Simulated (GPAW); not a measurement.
# Near-edge structure at the As K edge of zinc-blende (AlAs)₁₋ₓ(InAs)ₓ at x = 0.125

Aim: the As K edge in zinc-blende (AlAs)₁₋ₓ(InAs)ₓ at x = 0.125, one member of a composition series.

Calculated with GPAW 26.7.0; X-ray absorption from dipole matrix elements to empty bands, plane-wave PAW LDA.

### 1. The structure

The cell holds 16 atoms: 7 Al, 8 As and 1 In. Its edges and angles: a = 8.076 Å, b = 8.076 Å, c = 8.076 Å, α = 60.0°, β = 60.0°, γ = 60.0°. 16-atom zinc-blende cell, 1 of 8 Al sites taken by In at random, lattice constants typed for the ends and interpolated (Vegard).

### 2. Relaxation

The cell was built by hand, so its atoms are relaxed first: near-edge features follow bond lengths closely.

relax.py

```python
import numpy as np
from ase import Atoms
from ase.parallel import parprint, paropen
from gpaw import GPAW, PW, FermiDirac, Mixer, MixerDif, setup_paths
from ase.optimize import BFGS

atoms = Atoms('AlAsAlAsAlAsAlAsInAsAlAsAlAsAlAs',
    cell=[[0, 5.710625, 5.710625],
     [5.710625, 0, 5.710625],
     [5.710625, 5.710625, 0]],
    scaled_positions=[[0.001198, 0.00025, 0.997659],
     [0.122968, 0.125912, 0.123082],
     [0.998327, 0.998816, 0.503175],
     [0.126996, 0.127123, 0.627352],
     [0.996645, 0.501206, 0.001781],
     [0.11791, 0.624699, 0.126243],
     [0.99991, 0.497479, 0.498881],
     [0.126678, 0.625862, 0.623876],
     [0.501867, 0.997632, 0.998508],
     [0.62334, 0.127705, 0.125355],
     [0.499583, 0.999665, 0.500769],
     [0.621355, 0.125784, 0.621925],
     [0.497107, 0.50136, 0.00088],
     [0.624289, 0.622651, 0.12178],
     [0.505493, 0.500242, 0.50136],
     [0.624591, 0.62584, 0.626557]],
    pbc=True)
atoms.calc = GPAW(legacy_gpaw=True, mode=PW(400, force_complex_dtype=True), xc='LDA', setups={},
    kpts={'size': (3, 3, 3), 'gamma': True}, occupations=FermiDirac(0.08),
    charge=0, mixer=Mixer(0.1, 5, 50), maxiter=150,
    convergence={'density': 0.0001, 'eigenstates': 1e-6}, txt='relax.txt')
steps = []
opt = BFGS(atoms, logfile='-')
opt.attach(lambda: steps.append([atoms.get_potential_energy(), float(np.linalg.norm(atoms.get_forces(), axis=1).max())]))
done = opt.run(fmax=0.05, steps=30)
out = dict(done=bool(done), steps=steps, frac=atoms.get_scaled_positions().tolist())
import json
with paropen('out.json', 'w') as f:
    json.dump(out, f)
```

Run with:

```sh
OMP_NUM_THREADS=1 mpirun -n 4 gpaw python relax.py
```

Numbers of over 12 decimals in the logs are rounded to 6 here.

The log of the run:

```text
Input parameters:
  convergence: {density: 0.0001,
                eigenstates: 1e-06}
  kpts: {gamma: True,
         size: (3, 3, 3)}
  maxiter: 150
  mixer: {backend: pulay,
          beta: 0.1,
          method: separate,
          nmaxold: 5,
          weight: 50}
  mode: {ecut: 400.0,
         force_complex_dtype: True,
         name: pw}
  occupations: {fixmagmom: False,
                name: fermi-dirac,
[...]
Forces in eV/Ang:
[...]
14 Al    0.01861   -0.01023   -0.02418
 15 As   -0.01957   -0.02238   -0.01429
Step     Time          Energy          fmax
BFGS:    0 02:01:41      -82.178963        1.307242
BFGS:    1 02:01:53      -82.270883        0.998395
BFGS:    2 02:02:08      -82.426620        0.146343
BFGS:    3 02:02:19      -82.429452        0.086417
BFGS:    4 02:02:29      -82.430362        0.073391
BFGS:    5 02:02:42      -82.431475        0.041256
[key lines of the parts left out:]
Converged after 7 iterations.
Dipole moment: (-23.729804, -25.651499, -25.735825) |e|*Ang
Free energy:    -82.431475
Fermi level: 4.84519
```

The job ended after 90 s (4 MPI ranks of AMD EPYC 9B14 (Zen 4), shared host; peak memory 0.33 GiB).

In 5 steps the energy fell by 253 meV (energies extrapolated to zero smearing) and the largest force to 0.041 eV/Å. Atom 14 (As; the text counts from 1, the script from 0) is among those that moved most, by 0.09 Å.

### 3. The field without a hole

A plain self-consistent run shows whether there is a gap, which decides the set-up of the core-hole run.

scf.py

```python
import numpy as np
from ase import Atoms
from ase.parallel import parprint, paropen
from gpaw import GPAW, PW, FermiDirac, Mixer, MixerDif, setup_paths
from gpaw.test import gen
setup_paths.insert(0, '.')
gen('As', name='nch1s', xcname='LDA', corehole=(1, 0, 0), write_xml=True)
from gpaw.mpi import world
world.barrier()

atoms = Atoms('AlAsAlAsAlAsAlAsInAsAlAsAlAsAlAs',
    cell=[[0, 5.710625, 5.710625],
     [5.710625, 0, 5.710625],
     [5.710625, 5.710625, 0]],
    scaled_positions=[[0.9990984, 0.0002566, 0.0002406],
     [0.109494, 0.1295508, 0.130658],
     [0.9995838, 0.0000357, 0.5009349],
     [0.1249588, 0.1249571, 0.6253414],
     [0.9985699, 0.4997072, 0.9985537],
     [0.121189, 0.6255561, 0.1252272],
     [0.0003196, 0.5001443, 0.5003315],
     [0.1265522, 0.6249916, 0.624078],
     [0.4999159, 0.9995107, 0.9992459],
     [0.6289374, 0.1306735, 0.1292627],
     [0.4996453, 0.9999586, 0.4991516],
     [0.6295729, 0.1306853, 0.6089464],
     [0.4954341, 0.5007249, 0.0010531],
     [0.6283467, 0.6092074, 0.1299581],
     [0.5014275, 0.500872, 0.4999239],
     [0.6251945, 0.6253987, 0.6262632]],
    pbc=True)
atoms.calc = calc = GPAW(legacy_gpaw=True, mode=PW(400, force_complex_dtype=True), xc='LDA', setups={1: 'nch1s'},
    kpts={'size': (3, 3, 3), 'gamma': True}, occupations=FermiDirac(0.05),
    charge=0, mixer=Mixer(0.1, 5, 50), maxiter=150,
    convergence={'density': 0.0001, 'eigenstates': 1e-6}, txt='scf.txt')
energy = atoms.get_potential_energy() + calc.get_reference_energy()
ef = calc.get_fermi_level()
out = dict(energy=energy, fermi=ef, forces=atoms.get_forces().tolist())
parprint(f'all-electron energy {energy:.4f} eV, Fermi level {ef:.4f} eV')
ev = np.array([[calc.get_eigenvalues(k, s) for k in range(len(calc.get_ibz_k_points()))] for s in range(calc.get_number_of_spins())])
out['homo'], out['lumo'], out['counts'] = ev[ev < ef].max(), ev[ev > ef].min(), sorted(set((ev < ef).sum((0, 2)).tolist()))
out['filled'] = (ev[:, 0] < ef).sum(1).tolist()
import json
with paropen('out.json', 'w') as f:
    json.dump(out, f)
```

Run with:

```sh
OMP_NUM_THREADS=1 mpirun -n 4 gpaw python scf.py
```

The log of the run:

```text
Input parameters:
  convergence: {density: 0.0001,
                eigenstates: 1e-06}
  kpts: {gamma: True,
         size: (3, 3, 3)}
  maxiter: 150
  mixer: {backend: pulay,
          beta: 0.1,
          method: separate,
          nmaxold: 5,
          weight: 50}
  mode: {ecut: 400.0,
         force_complex_dtype: True,
         name: pw}
  occupations: {fixmagmom: False,
                name: fermi-dirac,
                width: 0.05}
  setups: {1: nch1s}

Initialize ...

[... PAW data sets ...]

Reference energy: -697242.502155  # eV

Spin-paired calculation

[... convergence settings ...]
Symmetries present (total): 1
  [... symmetry matrices ...]

27 k-points: 3 x 3 x 3 Monkhorst-Pack grid
14 k-points in the irreducible part of the Brillouin zone
       k-points in crystal coordinates                weights
   0:     0.00000000    0.00000000    0.00000000          1/27
   1:     0.00000000    0.00000000    0.33333333          2/27
   2:     0.00000000    0.33333333   -0.33333333          2/27
   3:     0.00000000    0.33333333    0.00000000          2/27
   4:     0.00000000    0.33333333    0.33333333          2/27
   5:     0.33333333   -0.33333333   -0.33333333          2/27
   6:     0.33333333   -0.33333333    0.00000000          2/27
   7:     0.33333333   -0.33333333    0.33333333          2/27
   8:     0.33333333    0.00000000   -0.33333333          2/27
   9:     0.33333333    0.00000000    0.00000000          2/27
          ...
  13:     0.33333333    0.33333333    0.33333333          2/27

Wave functions: Plane wave expansion
  Cutoff energy: 400.000 eV
  Number of coefficients (min, max): 6735, 6774
  Pulay-stress correction: 0.000000 eV/Ang^3 (de/decut=0.000000)
  Using FFTW library
  Wavefunction extrapolation:
    Improved wavefunction reuse through dual PAW basis

Occupation numbers: Fermi-Dirac:
  width: 0.0500  # eV

Eigensolver
   Davidson(niter=2)

Densities:
  Coarse grid: 40*40*40 grid
  Fine grid: 80*80*80 grid
  Total Charge: 0.000000

Density mixing:
  Method: separate
  Backend: pulay
  Linear mixing parameter: 0.1
  old densities: 5
  Width of damping distribution: 1.1
  Damping of long wavelength oscillations: 50

[... Hamiltonian set-up ...]
Number of atoms: 16
Number of atomic orbitals: 69
Number of bands in calculation: 49
Number of valence electrons: 74
Bands to converge: occupied

... initialized

Initializing position-dependent things.

Density initialized from atomic densities
Creating initial wave functions:
  49 bands from LCAO basis set

                                   Al

                                        In
                               Al
                             As
                   Al
                    As
          Al            Al
                     As
               Al
             As            As

                  As  Al
                    As

           As

Atomic positions and initial magnetic moments

Positions:
   0 Al     0.002839    5.706850    5.706942    ( 0.0000,  0.0000,  0.0000)
   1 As     1.485955    1.371418    1.365095    ( 0.0000,  0.0000,  0.0000)
   2 Al     2.860855    8.568900    5.708452    ( 0.0000,  0.0000,  0.0000)
   3 As     4.284673    4.284683    1.427176    ( 0.0000,  0.0000,  0.0000)
   4 Al     8.556006   11.404824    8.556099    ( 0.0000,  0.0000,  0.0000)
   5 As     4.287442    1.407191    4.264381    ( 0.0000,  0.0000,  0.0000)
   6 Al     5.713342    2.859031    2.857962    ( 0.0000,  0.0000,  0.0000)
[...]
13 As     4.221097    4.330394    7.067207    ( 0.0000,  0.0000,  0.0000)
  14 Al     5.715170    5.718342    5.723757    ( 0.0000,  0.0000,  0.0000)
  15 As     7.147772    7.146606    7.141669    ( 0.0000,  0.0000,  0.0000)

Unit cell:
           periodic     x           y           z      points  spacing
  1. axis:    yes    0.000000    5.710625    5.710625    40     0.1649
  2. axis:    yes    5.710625    0.000000    5.710625    40     0.1649
  3. axis:    yes    5.710625    5.710625    0.000000    40     0.1649

  Lengths:   8.076043   8.076043   8.076043
  Angles:   60.000000  60.000000  60.000000

Effective grid spacing dv^(1/3) = 0.1799

iter:   1   -84.219849
iter:   2   -83.644077   -2.15  -0.87
iter:   3   -82.564783   -1.55  -0.93
iter:   4   -82.463987   -2.83  -1.35
iter:   5   -82.467312   -2.98  -1.42
iter:   6   -82.448647c  -2.92  -1.94
iter:   7   -82.439919c  -4.57  -2.07
iter:   8   -82.440734c  -4.03  -2.19
iter:   9   -82.432272c  -3.71  -2.20
iter:  10   -82.431577c  -4.84  -2.79
iter:  11   -82.431533c  -5.92  -3.13
iter:  12   -82.431646c  -5.32  -3.20
iter:  13   -82.431489c  -5.77  -3.08
iter:  14   -82.431483c  -7.10c -3.68
iter:  15   -82.431485c  -6.88c -3.81
iter:  16   -82.431481c  -7.31c -3.84
iter:  17   -82.431480c  -7.76c -4.22c

Converged after 17 iterations.

Dipole moment: (-23.728963, -25.650999, -25.735186) |e|*Ang

Energy contributions relative to reference atoms: (reference = -697242.502155)

Kinetic:       +158.895286
Potential:     -142.766008
External:        +0.000000
XC:             -98.800396
Entropy (-ST):   -0.000001
Local:           +0.239637
SIC:             +0.000000
--------------------------
Free energy:    -82.431481
Extrapolated:   -82.431480

Showing only first 2 kpts
 Kpt  Band  Eigenvalues  Occupancy
  0    35      4.16785    2.00000
  0    36      4.16926    2.00000
  0    37      5.50195    0.00000
  0    38      5.50648    0.00000

  1    35      3.92242    2.00000
  1    36      3.92691    2.00000
  1    37      6.05274    0.00000
  1    38      6.15386    0.00000

Fermi level: 4.83767

Gap: 1.333 eV
Transition (v -> c):
  (s=0, k=0, n=36, [0.00, 0.00, 0.00]) -> (s=0, k=0, n=37, [0.00, 0.00, 0.00])
No difference between direct/indirect transitions

Forces in eV/Ang:
  0 Al   -0.03092   -0.00279    0.00776
  1 As   -0.01626    0.00050    0.01093
  2 Al   -0.01418    0.02004   -0.00234
  3 As    0.00781   -0.00828   -0.00254
  4 Al    0.02223    0.02152    0.02705
  5 As   -0.00309    0.01495    0.00637
  6 Al   -0.01079   -0.00856   -0.01218
[...]
13 As    0.01214   -0.01003    0.02895
 14 Al    0.01874   -0.01011   -0.02457
 15 As   -0.01905   -0.02341   -0.01396
Scalar-relativistic atomic LDA calculation for As (Arsenic, Z=33)
Core hole in 1s state (1s occupation: 2.0)
600 radial gridpoints.
|------------------------------------------------|
|------------------------------------------------|
[... the atom generator's iteration count ...]

Energy contributions:
-------------------------
Kinetic:    +2298.810624
XC:           -80.495842
Potential:  -4475.454781
-------------------------
Total:      -2257.139999

state      eigenvalue         ekin         rmax
-----------------------------------------------
1s^2.0 :  -429.649646   549.714764        0.030
2s^2.0 :   -54.524652   106.313752        0.170
2p^6.0 :   -47.885737   103.662753        0.136
3s^2.0 :    -6.960589    24.669262        0.522
3p^6.0 :    -4.903404    22.221985        0.521
3d^10.0:    -1.502997    17.049353        0.475
4s^2.0 :    -0.539904     3.098002        1.606
4p^3.0 :    -0.196323     1.805704        1.971
-----------------------------------------------
(units: Bohr and Hartree)

Generating PAW setup
Kinetic energy of the core from tauc = 2313.918695
Cutoffs:
rc(s)=2.000
rc(p)=2.000
rc(d)=2.000
rc(vbar)=1.800
rc(comp)=2.000
rc(nct)=2.000

Kinetic energy of the core states: 2287.197508
Charge: 0.0
Core electrons: 28.0
Valence electrons: 5.0
Pseudo-core charge: 1.220635
Shape function alpha=2.500
Pseudo-electron charge 6.693983
state    eigenvalue         norm
--------------------------------
4s(2) :    -0.539904     1.201804
*s    :     0.460096
4p(3) :    -0.196323     1.023247
*p    :     0.803677
*d    :     0.000000
--------------------------------

Diagonalizing with gridspacing h=0.050

state   all-electron     PAW
-------------------------------
4s:      -0.539904    -0.540221
4p:      -0.196323    -0.196570
*d:                    0.036990
*f:                    0.071517
-------------------------------
all-electron energy -697324.9336 eV, Fermi level 4.8377 eV
```

Elapsed: 35 s, on 4 MPI ranks; peak memory 0.33 GiB.

The mesh shows a gap of 1.33 eV. The excited electron is kept all the same, so that all members of the series, with or without a gap, are treated alike.

### 4. Cell without a hole, the energy reference

The photon energy needs a difference of total energies, so the cell and mesh of the coming hole run are first run without a hole.

scf.py, as its differences from that of step 3:

```diff
@@ -32,3 +32,3 @@
 atoms.calc = calc = GPAW(legacy_gpaw=True, mode=PW(400, force_complex_dtype=True), xc='LDA', setups={1: 'nch1s'},
-    kpts={'size': (3, 3, 3), 'gamma': True}, occupations=FermiDirac(0.05),
+    kpts={'size': (3, 3, 3), 'gamma': True}, occupations=FermiDirac(0.02),
     charge=0, mixer=Mixer(0.1, 5, 50), maxiter=150,
```

The log of the run:

```text
Input parameters:
  convergence: {density: 0.0001,
                eigenstates: 1e-06}
  kpts: {gamma: True,
         size: (3, 3, 3)}
  maxiter: 150
  mixer: {backend: pulay,
          beta: 0.1,
          method: separate,
          nmaxold: 5,
          weight: 50}
  mode: {ecut: 400.0,
         force_complex_dtype: True,
         name: pw}
  occupations: {fixmagmom: False,
                name: fermi-dirac,
[...]
4s(2) :    -0.539904     1.201804
*s    :     0.460096
4p(3) :    -0.196323     1.023247
*p    :     0.803677
*d    :     0.000000
--------------------------------

Diagonalizing with gridspacing h=0.050

state   all-electron     PAW
-------------------------------
4s:      -0.539904    -0.540221
4p:      -0.196323    -0.196570
*d:                    0.036990
*f:                    0.071517
-------------------------------
all-electron energy -697324.9336 eV, Fermi level 4.6374 eV
[key lines of the parts left out:]
Converged after 17 iterations.
Dipole moment: (-23.728963, -25.650999, -25.735186) |e|*Ang
Free energy:    -82.431481
Fermi level: 4.63736
```

The job ended after 34 s (4 MPI ranks; peak memory 0.33 GiB; 2.2 min of CPU time).

Reference energy: -697324.934 eV with the cores included.

(Continued in part 2 of 3.)

[Banner, clock and machine lines of the logs are left out without a mark of their own.]

[Logs are printed without paths, hosts, clocks, repeated set-up lines and the standing remarks that a program may print on its own settings, such as how far it seeks lower states.]

[Hosts, paths, dates, database ids (printed as entryN), source tags and the programs' standing remarks are cut or masked in the printed files.]

[Lists of maxima count a maximum above −3 eV only where it reaches 4 % of the highest in the window and stands out from its surroundings by 2 % of it (1.5 % where it reaches 55 %); shoulders and weaker maxima are passed over, and of the rest the first, up to two pre-edge ones and the few strongest are named.]
